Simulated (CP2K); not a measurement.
Consider 2-vinylimidazole at its PBE geometry (Å).

```xyz
13

C     2.5394    0.0894    0.1384
C     1.4289   -0.1799   -0.5692
C     0.0786   -0.0329   -0.0597
N    -0.2870    0.3809    1.1560
C    -1.6606    0.3724    1.1574
C    -2.1542   -0.0518   -0.0619
N    -1.0378   -0.3094   -0.8272
H     2.4715    0.4409    1.1676
H     3.5269   -0.0381   -0.3007
H     1.5186   -0.5302   -1.6010
H    -2.2277    0.6731    2.0326
H    -3.1596   -0.1864   -0.4420
H    -1.0370   -0.6282   -1.7903
```

Method: CP2K XAS_TDP, all-electron GAPW, PBEh(45%), aug-cc-pVDZ, TDA, GW2X-corrected core level, no relativity.

Q: Where do the C K-edge lines lie, and how strong are they?

Leading lines: C1 286.37 eV, C2 287.10 eV, C3 288.29 eV, C5 288.26 eV and C6 288.14 eV. The leading line of an atom is its first one with 35 % of the strongest within 2.5 eV of its lowest line over the strength cut. Core ionisation energies at this level: C3 293.12, C5 292.04, C6 292.40, C1 291.90 and C2 292.34 eV.

The first six lines of each atom with a strength over 0.0015:

| atom | energy (eV) | states | strength, one atom | above the computed threshold |
| --- | --- | --- | --- | --- |
| C1 (bonded to C and 2 H) | 286.37 | 1 | 0.0492 |  |
|  | 290.06 | 1 | 0.0072 |  |
|  | 290.67 | 1 | 0.0021 |  |
|  | 290.94 | 1 | 0.0103 |  |
|  | 291.58 | 1 | 0.0036 |  |
|  | 291.69 | 1 | 0.0060 |  |
| C2 (bonded to 2 C and H) | 287.10 | 1 | 0.0420 |  |
|  | 290.14 | 1 | 0.0125 |  |
|  | 291.33 | 1 | 0.0104 |  |
|  | 291.52 | 1 | 0.0028 |  |
|  | 292.07 | 2 | 0.0055 |  |
|  | 292.48 | 1 | 0.0035 | yes |
| C3 (bonded to C and 2 N) | 288.29 | 1 | 0.0421 |  |
|  | 291.34 | 1 | 0.0185 |  |
|  | 292.18 | 1 | 0.0028 |  |
|  | 292.42 | 1 | 0.0043 |  |
|  | 292.74 | 1 | 0.0037 |  |
|  | 293.57 | 1 | 0.0076 | yes |
| C5 (bonded to C, N and H) | 288.26 | 1 | 0.0546 |  |
|  | 290.37 | 1 | 0.0059 |  |
|  | 290.80 | 1 | 0.0038 |  |
|  | 291.69 | 1 | 0.0016 |  |
|  | 291.84 | 2 | 0.0019 |  |
|  | 292.05 | 1 | 0.0022 | yes |
| C6 (bonded to C, N and H) | 288.14 | 1 | 0.0478 |  |
|  | 290.18 | 1 | 0.0101 |  |
|  | 290.41 | 1 | 0.0040 |  |
|  | 291.06 | 1 | 0.0032 |  |
|  | 291.97 | 1 | 0.0032 |  |
|  | 292.35 | 1 | 0.0036 |  |

Lines are vertical, at one geometry, with no vibrational structure. GW2X ionisation energies and lines can be off by 1 to 2 eV either way, and a good line position may hide errors that cancel. These values hold no scalar relativity, about 0.1 eV for C 1s. Rydberg lines, and the discretised continuum above threshold, depend on the basis and the box.

[Banner, clock and machine lines of the logs are left out without a mark of their own.]

[Logs are printed without paths, hosts, clocks, repeated set-up lines and the standing remarks that a program may print on its own settings, such as how far it seeks lower states.]

[Hosts, paths, dates, database ids (printed as entryN), source tags and the programs' standing remarks are cut or masked in the printed files.]
